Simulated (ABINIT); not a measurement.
An input for ABINIT 10.8.3 (CdS (Greenockite)):

```
acell 3*1.0 Angstrom
rprim 
  4.137000000025 -0.000000000006 0.000000000000
  -2.068500000008 3.582747095481 0.000000000000
  0.000000000000 0.000000000000 6.714400000000
ntypat 2
znucl 48 16
natom 4
typat 1 1 2 2
xred 
  0.666666666667 0.333333333333 0.000000000000
  0.333333333333 0.666666666667 0.500000000000
  0.666666666667 0.333333333333 0.375000000000
  0.333333333333 0.666666666667 0.875000000000
pp_dirpath "pseudos"
pseudos "Cd.upf, S.upf"
ecut 47
ngkpt 3 3 2
nshiftk 1
shiftk 0 0 0
kptopt 1
chksymbreak 0
istwfk *1
occopt 1
irdwfk 1
optdriver 3
nband 116
ecuteps 2.52
inclvkb 2
awtr 1
symchi 1
indata_prefix "in"
outdata_prefix "out"
tmpdata_prefix "tmp"
```

```sh
OMP_NUM_THREADS=1 mpirun -n 4 abinit run.abi > log
```

Question: How long will it take on 4 MPI ranks of Arm Neoverse V1, shared host, and how much memory?

It took 39 s; on shared hardware allow 20 s to 79 s. Peak host memory was 1.2 GiB.

[Paths, hosts, dates, memory and timing lines, banners, echoed tables and standing remarks are left out of the program output.]

[Logs are printed without paths, hosts, clocks, repeated set-up lines and the standing remarks that a program may print on its own settings, such as how far it seeks lower states.]

[Runs of the session that timed out or met a known fault of the program may be left out.]

[Hosts, paths, dates, database ids (printed as entryN), source tags and the programs' standing remarks are cut or masked in the printed files.]

[G0W0 gaps are taken among the corrected bands and points alone; a level outside them can change the order at an edge.]

[Where Ansatz stands beside ABINIT at settings called matched, ABINIT's density can come from a denser mesh and the files from another edition; pairs whose starting gaps differed by over 0.03 eV were left out, so agreement reads better than it is.]
